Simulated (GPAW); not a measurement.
## Near-edge structure at the Ni K edge of MgNi3C (Pm-3m)

What does one-electron theory with a core hole give for the Ni K edge of MgNi3C (Pm-3m)?

Method: X-ray absorption from dipole matrix elements to empty bands, plane-wave PAW LDA, in GPAW 26.7.0.

Report form: the programs' logs are mostly left out.

## (1) The structure

Symmetry: Pm-3m, No. 221, cubic system. Conventional cell: a = 3.809 Å, b = 3.809 Å, c = 3.809 Å, α = 90.00°, β = 90.00°, γ = 90.00°. Nearest to Ni lie 2 C at 1.90 Å and 4 Mg at 2.69 Å and 8 Ni at 2.69 Å. Mg has 12 Ni at 2.69 Å nearest. C has 6 Ni at 1.90 Å nearest. Farther neighbours are not listed.

Coordinates:

```xyz
5
Lattice="3.8089 0.0000 0.0000 0.0000 3.8089 0.0000 0.0000 0.0000 3.8089" Properties=species:S:1:pos:R:3 pbc="T T T"
Ni    1.9044    1.9044    0.0000
Ni    1.9044    0.0000    1.9044
Ni    0.0000    1.9044    1.9044
Mg    0.0000    0.0000    0.0000
C     1.9044    1.9044    1.9044
```

## (2) Ground state of the crystal

The ground state comes first: it tells whether the system has a gap, which decides how the excited electron is treated.

Input file scf.py:

```python
import numpy as np
from ase import Atoms
from ase.parallel import parprint, paropen
from gpaw import GPAW, PW, FermiDirac, Mixer, MixerDif, setup_paths
from gpaw.test import gen
setup_paths.insert(0, '.')
gen('Ni', name='nch1s', xcname='LDA', corehole=(1, 0, 0), write_xml=True)
from gpaw.mpi import world
world.barrier()

atoms = Atoms('Ni3MgC',
    cell=[[3.8089, 0, 0],
     [0, 3.8089, 0],
     [0, 0, 3.8089]],
    scaled_positions=[[0.5, 0.5, 0],
     [0.5, 0, 0.5],
     [0, 0.5, 0.5],
     [0, 0, 0],
     [0.5, 0.5, 0.5]],
    magmoms=[2.0, 2.0, 2.0, 0.0, 0.0],
    pbc=True)
atoms.calc = calc = GPAW(legacy_gpaw=True, mode=PW(430, force_complex_dtype=True), xc='LDA', setups={0: 'nch1s'},
    kpts={'size': (7, 7, 7), 'gamma': True}, occupations=FermiDirac(0.05),
    charge=0, mixer=MixerDif(0.05, 8, 50), maxiter=150,
    convergence={'density': 0.0001, 'eigenstates': 1e-6}, txt='scf.txt')
energy = atoms.get_potential_energy() + calc.get_reference_energy()
ef = calc.get_fermi_level()
out = dict(energy=energy, fermi=ef, forces=atoms.get_forces().tolist(), magmoms=atoms.get_magnetic_moments().tolist())
parprint(f'all-electron energy {energy:.4f} eV, Fermi level {ef:.4f} eV')
ev = np.array([[calc.get_eigenvalues(k, s) for k in range(len(calc.get_ibz_k_points()))] for s in range(calc.get_number_of_spins())])
out['homo'], out['lumo'], out['counts'] = ev[ev < ef].max(), ev[ev > ef].min(), sorted(set((ev < ef).sum((0, 2)).tolist()))
out['filled'] = (ev[:, 0] < ef).sum(1).tolist()
import json
with paropen('out.json', 'w') as f:
    json.dump(out, f)
```

Command:

```
OMP_NUM_THREADS=1 mpirun -n 4 gpaw python scf.py
```

Wall time 19 s (4 MPI ranks of Intel Xeon 6975P-C (Granite Rapids), shared host); peak memory 0.27 GiB; 75 s of CPU time.

The mesh shows no gap, so the system is treated as a metal and the core electron is put at the Fermi level (neutral cell).

## (3) Spectrum without a core hole, Ni atom 1

This cheap baseline ignores the attraction of the hole: it shows the absorber's empty states as they are in the ground state. The data set with a hole of occupation 0 only carries the core orbital.

The absorber has 2 C at 1.90 Å (linear, site symmetry 4/mmm).

Input file xas.py:

```python
import numpy as np
from ase import Atoms
from ase.parallel import parprint, paropen
from gpaw import GPAW, PW, FermiDirac, Mixer, MixerDif, setup_paths
from gpaw.test import gen
setup_paths.insert(0, '.')
gen('Ni', name='nch1s', xcname='LDA', corehole=(1, 0, 0), write_xml=True)
from gpaw.mpi import world
world.barrier()

atoms = Atoms('Ni3MgC',
    cell=[[3.8089, 0, 0],
     [0, 3.8089, 0],
     [0, 0, 3.8089]],
    scaled_positions=[[0.5, 0.5, 0],
     [0.5, 0, 0.5],
     [0, 0.5, 0.5],
     [0, 0, 0],
     [0.5, 0.5, 0.5]],
    magmoms=[2.0, 2.0, 2.0, 0.0, 0.0],
    pbc=True)
atoms.calc = calc = GPAW(legacy_gpaw=True, mode=PW(430, force_complex_dtype=True), xc='LDA', setups={0: 'nch1s'},
    kpts={'size': (9, 9, 9), 'gamma': True}, occupations=FermiDirac(0.1),
    charge=0, mixer=MixerDif(0.05, 8, 50), maxiter=150,
    convergence={'density': 0.0001, 'eigenstates': 1e-6}, txt='scf.txt')
energy = atoms.get_potential_energy() + calc.get_reference_energy()
ef = calc.get_fermi_level()
out = dict(energy=energy, fermi=ef, forces=atoms.get_forces().tolist(), magmoms=atoms.get_magnetic_moments().tolist())
parprint(f'all-electron energy {energy:.4f} eV, Fermi level {ef:.4f} eV')
ev = np.array([[calc.get_eigenvalues(k, s) for k in range(len(calc.get_ibz_k_points()))] for s in range(calc.get_number_of_spins())])
out['homo'], out['lumo'], out['counts'] = ev[ev < ef].max(), ev[ev > ef].min(), sorted(set((ev < ef).sum((0, 2)).tolist()))
out['filled'] = (ev[:, 0] < ef).sum(1).tolist()

from ase.units import Ha
from gpaw.xas import dipole_matrix_elements
nb = int(calc.get_number_of_electrons() / 2) + 51
top = nb
nscf = calc.fixed_density(kpts={'size': (6, 6, 6), 'gamma': True},
    convergence={'eigenstates': 1.0}, txt='nscf.txt')
nscf.diagonalize_full_hamiltonian(nbands=nb)
cell = atoms.cell.array
ops = [cell.T @ U.T @ np.linalg.inv(cell.T) for U in nscf.wfs.kd.symmetry.op_scc]
E = np.arange(-25, 34, 0.1)
fwhm = np.interp(E, [4, 25], [1.44, 3.5])
Y, X, zero, highest = 0, 0, 1e9, 1e9
for spin in range(nscf.get_number_of_spins()):
    wfs = nscf.wfs
    mine = wfs.bd.get_slice()  # this rank's bands
    A = dipole_matrix_elements(wfs.setups[0])
    eps = np.zeros((wfs.kd.nibzkpts, nb))
    d = np.zeros((3, A.shape[1], wfs.kd.nibzkpts, nb), complex)
    for kpt in wfs.kpt_u:
        if kpt.s == spin and 0 in kpt.P_ani:
            eps[kpt.k, mine] = kpt.eps_n * Ha
            d[:, :, kpt.k, mine] = (kpt.weight * wfs.nspins / 2) ** 0.5 * np.inner(A, kpt.P_ani[0])
    world.sum(eps)
    world.sum(d)
    T = np.einsum('amkn,bmkn->abkn', d, d.conj()).real
    T = sum(np.einsum('ai,ijkn,bj->abkn', R, T, R) for R in ops) / len(ops)
    empty = eps > ef
    zero, highest = min(zero, eps[empty].min()), min(highest, eps[:, top - 1].min())
    lines = [(eps, T, empty)] if spin == 0 else lines + [(eps, T, empty)]
for eps, T, empty in lines:
    f = np.einsum('aakn->akn', T).reshape(3, -1)
    x = eps.ravel() - zero
    w = np.interp(x, E, fwhm) / 2.35482
    g = np.exp(-0.5 * ((E[:, None] - x) / w) ** 2) / (w * (2 * np.pi) ** 0.5)
    Y = Y + (f * empty.ravel()) @ g.T
    X = X + (f * ~empty.ravel()) @ g.T
out.update(E=E.round(2).tolist(), xas=Y.tolist(), xes=X.tolist(), zero=zero, valid=highest - zero, nk=len(eps), nb=nb)
for i in range(0, len(E), 10):
    parprint(f'{E[i]:7.2f}', *(f'{v:10.3e}' for v in Y[:, i]))
import json
with paropen('out.json', 'w') as f:
    json.dump(out, f)
```

Command:

```
OMP_NUM_THREADS=1 mpirun -n 4 gpaw python xas.py
```

Run time: 82 s. Hardware: 4 MPI ranks; peak memory 0.48 GiB.

The Ni K spectrum, Ni atom 1, no core hole (energy from the lowest empty level; intensity scaled to a mean of 1 over the first 20 eV):

```csv
E (eV),intensity
-2.0,0.00
-1.0,0.03
0.0,0.27
1.0,0.40
2.0,0.32
3.0,0.52
4.0,0.68
5.0,0.64
6.0,0.85
7.0,1.03
8.0,1.29
9.0,1.04
10.0,0.84
11.0,0.84
12.0,0.89
13.0,0.93
14.0,1.06
15.0,1.31
16.0,1.54
17.0,1.64
18.0,1.58
19.0,1.59
20.0,1.75
21.0,1.83
22.0,1.72
23.0,1.60
24.0,1.58
25.0,1.61
26.0,1.60
27.0,1.50
28.0,1.31
29.0,1.11
30.0,0.99
31.0,0.97
32.0,1.01
```

Main maxima below 30 eV (height): 0.8 eV (0.41), 3.9 eV (0.68), 8.0 eV (1.29), 17.0 eV (1.64), 20.9 eV (1.83) and 25.4 eV (1.62). A K edge sees empty p states, which here mix into the lowest empty bands, so that weight starts at the zero.

The same matrix elements for filled bands give the Ni K emission of Ni atom 1 (ground-state approximation; energy from the lowest empty level, largest value 1):

```
E (eV)  emission
-24.00      0.00
-23.25      0.00
-22.50      0.00
-21.75      0.00
-21.00      0.00
-20.25      0.00
-19.50      0.00
-18.75      0.00
-18.00      0.00
-17.25      0.00
-16.50      0.00
-15.75      0.00
-15.00      0.00
-14.25      0.01
-13.50      0.08
-12.75      0.31
-12.00      0.45
-11.25      0.25
-10.50      0.05
 -9.75      0.00
 -9.00      0.00
 -8.25      0.03
 -7.50      0.20
 -6.75      0.53
 -6.00      0.69
 -5.25      0.93
 -4.50      0.96
 -3.75      0.75
 -3.00      0.77
 -2.25      0.74
 -1.50      0.55
 -0.75      0.40
  0.00      0.28
  0.75      0.08
  1.50      0.01
  2.25      0.00
  3.00      0.00
```

Emission maxima: -12.0 eV (0.45), -4.8 eV (1.00) and -2.8 eV (0.79).

## (4) Reference energy of the supercell

The photon energy needs a difference of total energies, so the cell and mesh of the coming hole run are first run without a hole.

scf.py: that of step 2 with these lines changed.

```diff
@@ -10,15 +10,20 @@
 
-atoms = Atoms('Ni3MgC',
-    cell=[[3.8089, 0, 0],
-     [0, 3.8089, 0],
-     [0, 0, 3.8089]],
-    scaled_positions=[[0.5, 0.5, 0],
+atoms = Atoms('Ni6Mg2C2',
+    cell=[[3.8089, 0, 3.8089],
+     [0, 3.8089, 3.8089],
+     [-3.8089, 0, 3.8089]],
+    scaled_positions=[[0, 0.5, 0.5],
+     [0.5, 0.5, 0],
+     [0.5, 0, 0],
+     [0, 0, 0.5],
+     [0, 0.5, 0],
+     [0.5, 0.5, 0.5],
+     [0, 0, 0],
      [0.5, 0, 0.5],
-     [0, 0.5, 0.5],
-     [0, 0, 0],
-     [0.5, 0.5, 0.5]],
-    magmoms=[2.0, 2.0, 2.0, 0.0, 0.0],
+     [0.25, 0.5, 0.75],
+     [0.75, 0.5, 0.25]],
+    magmoms=[2.0, 2.0, 2.0, 2.0, 2.0, 2.0, 0.0, 0.0, 0.0, 0.0],
     pbc=True)
 atoms.calc = calc = GPAW(legacy_gpaw=True, mode=PW(430, force_complex_dtype=True), xc='LDA', setups={0: 'nch1s'},
-    kpts={'size': (7, 7, 7), 'gamma': True}, occupations=FermiDirac(0.05),
+    kpts={'size': (6, 6, 6), 'gamma': True}, occupations=FermiDirac(0.1),
     charge=0, mixer=MixerDif(0.05, 8, 50), maxiter=150,
```

Command:

```
OMP_NUM_THREADS=1 mpirun -n 4 gpaw python scf.py
```

Wall time 2.1 min (4 MPI ranks); peak memory 0.46 GiB.

Reference energy: -260771.683 eV with the cores included.

## (5) Spectrum with XCH, Ni atom 1

The holes are 5.4 Å apart. In GPAW the data set carries the hole's charge, so charge=0 means a charged cell and charge=-1 a neutral one. The excited electron is kept in the cell, where it fills the lowest empty states and screens the hole. After the field has converged, empty bands are computed with the density fixed and the dipole matrix elements are summed.

xas.py: that of step 3 with these lines changed.

```diff
@@ -6,3 +6,3 @@
 setup_paths.insert(0, '.')
-gen('Ni', name='nch1s', xcname='LDA', corehole=(1, 0, 0), write_xml=True)
+gen('Ni', name='fch1s', xcname='LDA', corehole=(1, 0, 1), write_xml=True)
 from gpaw.mpi import world
@@ -10,16 +10,21 @@
 
-atoms = Atoms('Ni3MgC',
-    cell=[[3.8089, 0, 0],
-     [0, 3.8089, 0],
-     [0, 0, 3.8089]],
-    scaled_positions=[[0.5, 0.5, 0],
+atoms = Atoms('Ni6Mg2C2',
+    cell=[[3.8089, 0, 3.8089],
+     [0, 3.8089, 3.8089],
+     [-3.8089, 0, 3.8089]],
+    scaled_positions=[[0, 0.5, 0.5],
+     [0.5, 0.5, 0],
+     [0.5, 0, 0],
+     [0, 0, 0.5],
+     [0, 0.5, 0],
+     [0.5, 0.5, 0.5],
+     [0, 0, 0],
      [0.5, 0, 0.5],
-     [0, 0.5, 0.5],
-     [0, 0, 0],
-     [0.5, 0.5, 0.5]],
-    magmoms=[2.0, 2.0, 2.0, 0.0, 0.0],
+     [0.25, 0.5, 0.75],
+     [0.75, 0.5, 0.25]],
+    magmoms=[2.0, 2.0, 2.0, 2.0, 2.0, 2.0, 0.0, 0.0, 0.0, 0.0],
     pbc=True)
-atoms.calc = calc = GPAW(legacy_gpaw=True, mode=PW(430, force_complex_dtype=True), xc='LDA', setups={0: 'nch1s'},
-    kpts={'size': (9, 9, 9), 'gamma': True}, occupations=FermiDirac(0.1),
-    charge=0, mixer=MixerDif(0.05, 8, 50), maxiter=150,
+atoms.calc = calc = GPAW(legacy_gpaw=True, mode=PW(430, force_complex_dtype=True), xc='LDA', setups={0: 'fch1s'},
+    kpts={'size': (6, 6, 6), 'gamma': True}, occupations=FermiDirac(0.1),
+    charge=-1, mixer=MixerDif(0.05, 8, 50), maxiter=150,
     convergence={'density': 0.0001, 'eigenstates': 1e-6}, txt='scf.txt')
@@ -35,10 +40,9 @@
 from gpaw.xas import dipole_matrix_elements
-nb = int(calc.get_number_of_electrons() / 2) + 51
-top = nb
-nscf = calc.fixed_density(kpts={'size': (6, 6, 6), 'gamma': True},
-    convergence={'eigenstates': 1.0}, txt='nscf.txt')
-nscf.diagonalize_full_hamiltonian(nbands=nb)
+nb = int(calc.get_number_of_electrons() / 2) + 99
+top, nb = nb, nb + 8 + nb // 12
+nscf = calc.fixed_density(kpts={'size': (6, 6, 6), 'gamma': True}, nbands=nb,
+    convergence={'bands': top, 'eigenstates': 5e-3}, maxiter=60, txt='nscf.txt')
 cell = atoms.cell.array
 ops = [cell.T @ U.T @ np.linalg.inv(cell.T) for U in nscf.wfs.kd.symmetry.op_scc]
-E = np.arange(-25, 34, 0.1)
+E = np.arange(-6, 34, 0.1)
 fwhm = np.interp(E, [4, 25], [1.44, 3.5])
```

Command:

```
OMP_NUM_THREADS=1 mpirun -n 4 gpaw python xas.py
```

Wall time 5.3 min (4 MPI ranks); peak memory 0.8 GiB; 21 min of CPU time.

The Ni K spectrum, Ni atom 1, excited-electron core hole (neutral cell) (energy from the lowest empty level; intensity scaled to a mean of 1 over the first 20 eV):

| E (eV) | intensity |
| --- | --- |
| -2.0 | 0.00 |
| -1.5 | 0.01 |
| -1.0 | 0.04 |
| -0.5 | 0.15 |
| 0.0 | 0.31 |
| 0.5 | 0.40 |
| 1.0 | 0.37 |
| 1.5 | 0.35 |
| 2.0 | 0.37 |
| 2.5 | 0.43 |
| 3.0 | 0.53 |
| 3.5 | 0.64 |
| 4.0 | 0.68 |
| 4.5 | 0.67 |
| 5.0 | 0.71 |
| 5.5 | 0.79 |
| 6.0 | 0.88 |
| 6.5 | 1.01 |
| 7.0 | 1.18 |
| 7.5 | 1.28 |
| 8.0 | 1.21 |
| 8.5 | 1.03 |
| 9.0 | 0.87 |
| 9.5 | 0.81 |
| 10.0 | 0.81 |
| 10.5 | 0.83 |
| 11.0 | 0.85 |
| 11.5 | 0.87 |
| 12.0 | 0.88 |
| 12.5 | 0.90 |
| 13.0 | 0.94 |
| 13.5 | 1.01 |
| 14.0 | 1.12 |
| 14.5 | 1.26 |
| 15.0 | 1.39 |
| 15.5 | 1.50 |
| 16.0 | 1.57 |
| 16.5 | 1.61 |
| 17.0 | 1.59 |
| 17.5 | 1.55 |
| 18.0 | 1.50 |
| 18.5 | 1.49 |
| 19.0 | 1.52 |
| 19.5 | 1.59 |
| 20.0 | 1.66 |
| 20.5 | 1.69 |
| 21.0 | 1.66 |
| 21.5 | 1.59 |
| 22.0 | 1.51 |
| 22.5 | 1.45 |
| 23.0 | 1.41 |
| 23.5 | 1.40 |
| 24.0 | 1.40 |
| 24.5 | 1.41 |
| 25.0 | 1.40 |
| 25.5 | 1.38 |
| 26.0 | 1.35 |
| 26.5 | 1.29 |
| 27.0 | 1.23 |
| 27.5 | 1.15 |
| 28.0 | 1.06 |
| 28.5 | 0.98 |
| 29.0 | 0.92 |
| 29.5 | 0.87 |
| 30.0 | 0.84 |
| 30.5 | 0.84 |
| 31.0 | 0.85 |
| 31.5 | 0.86 |
| 32.0 | 0.88 |

Main maxima below 30 eV (height): 0.6 eV (0.40), 7.5 eV (1.28), 16.6 eV (1.61) and 20.5 eV (1.69). 

The total-energy difference is 8311.85 eV.

## (6) Spectrum with FCH, Ni atom 1

The holes are 5.4 Å apart. In GPAW the data set carries the hole's charge, so charge=0 means a charged cell and charge=-1 a neutral one. The excited electron is left out and a uniform background balances the charge. After the field has converged, empty bands are computed with the density fixed and the dipole matrix elements are summed.

Changed against the first core-hole run: core hole to FCH.

xas.py: that of step 5 with these lines changed.

```diff
@@ -28,3 +28,3 @@
     kpts={'size': (6, 6, 6), 'gamma': True}, occupations=FermiDirac(0.1),
-    charge=-1, mixer=MixerDif(0.05, 8, 50), maxiter=150,
+    charge=0, mixer=MixerDif(0.05, 8, 50), maxiter=150,
     convergence={'density': 0.0001, 'eigenstates': 1e-6}, txt='scf.txt')
```

The job ended after 5.4 min (4 MPI ranks; peak memory 0.8 GiB; 22 min of CPU time).

| E (eV) | first run | this run |
| --- | --- | --- |
| -2.0 | 0.00 | 0.00 |
| -1.0 | 0.04 | 0.03 |
| 0.0 | 0.31 | 0.31 |
| 1.0 | 0.37 | 0.41 |
| 2.0 | 0.37 | 0.36 |
| 3.0 | 0.53 | 0.49 |
| 4.0 | 0.68 | 0.68 |
| 5.0 | 0.71 | 0.67 |
| 6.0 | 0.88 | 0.84 |
| 7.0 | 1.18 | 1.08 |
| 8.0 | 1.21 | 1.30 |
| 9.0 | 0.87 | 1.01 |
| 10.0 | 0.81 | 0.83 |
| 11.0 | 0.85 | 0.85 |
| 12.0 | 0.88 | 0.89 |
| 13.0 | 0.94 | 0.93 |
| 14.0 | 1.12 | 1.06 |
| 15.0 | 1.39 | 1.33 |
| 16.0 | 1.57 | 1.56 |
| 17.0 | 1.59 | 1.64 |
| 18.0 | 1.50 | 1.56 |
| 19.0 | 1.52 | 1.52 |
| 20.0 | 1.66 | 1.64 |
| 21.0 | 1.66 | 1.72 |
| 22.0 | 1.51 | 1.60 |
| 23.0 | 1.41 | 1.46 |
| 24.0 | 1.40 | 1.43 |
| 25.0 | 1.40 | 1.44 |
| 26.0 | 1.35 | 1.42 |
| 27.0 | 1.23 | 1.32 |
| 28.0 | 1.06 | 1.16 |
| 29.0 | 0.92 | 0.99 |
| 30.0 | 0.84 | 0.88 |
| 31.0 | 0.85 | 0.86 |
| 32.0 | 0.88 | 0.88 |

The scaled spectrum changes by 5 % r.m.s. The highest intensity below 24 eV goes from 20.5 eV (1.69) to 20.9 eV (1.72).

The photon energy of the zero moves by -0.10 eV.

## (7) Reference energy of the cell

The cell changes for the next run, so it gets a reference energy of its own.

scf.py: that of step 4 with these lines changed.

```diff
@@ -10,17 +10,12 @@
 
-atoms = Atoms('Ni6Mg2C2',
-    cell=[[3.8089, 0, 3.8089],
-     [0, 3.8089, 3.8089],
-     [-3.8089, 0, 3.8089]],
-    scaled_positions=[[0, 0.5, 0.5],
-     [0.5, 0.5, 0],
-     [0.5, 0, 0],
-     [0, 0, 0.5],
-     [0, 0.5, 0],
-     [0.5, 0.5, 0.5],
+atoms = Atoms('Ni3MgC',
+    cell=[[3.8089, 0, 0],
+     [0, 3.8089, 0],
+     [0, 0, 3.8089]],
+    scaled_positions=[[0.5, 0.5, 0],
+     [0.5, 0, 0.5],
+     [0, 0.5, 0.5],
      [0, 0, 0],
-     [0.5, 0, 0.5],
-     [0.25, 0.5, 0.75],
-     [0.75, 0.5, 0.25]],
-    magmoms=[2.0, 2.0, 2.0, 2.0, 2.0, 2.0, 0.0, 0.0, 0.0, 0.0],
+     [0.5, 0.5, 0.5]],
+    magmoms=[2.0, 2.0, 2.0, 0.0, 0.0],
     pbc=True)
```

Command:

```
OMP_NUM_THREADS=1 mpirun -n 4 gpaw python scf.py
```

The job ended after 19 s (4 MPI ranks; peak memory 0.27 GiB).

(Part 1 of 2 ends here.)

[Logs are printed without paths, hosts, clocks, repeated set-up lines and the standing remarks that a program may print on its own settings, such as how far it seeks lower states.]

[Hosts, paths, dates, database ids (printed as entryN), source tags and the programs' standing remarks are cut or masked in the printed files.]

[Lists of maxima count a maximum above −3 eV only where it reaches 4 % of the highest in the window and stands out from its surroundings by 2 % of it (1.5 % where it reaches 55 %); shoulders and weaker maxima are passed over, and of the rest the first, up to two pre-edge ones and the few strongest are named.]
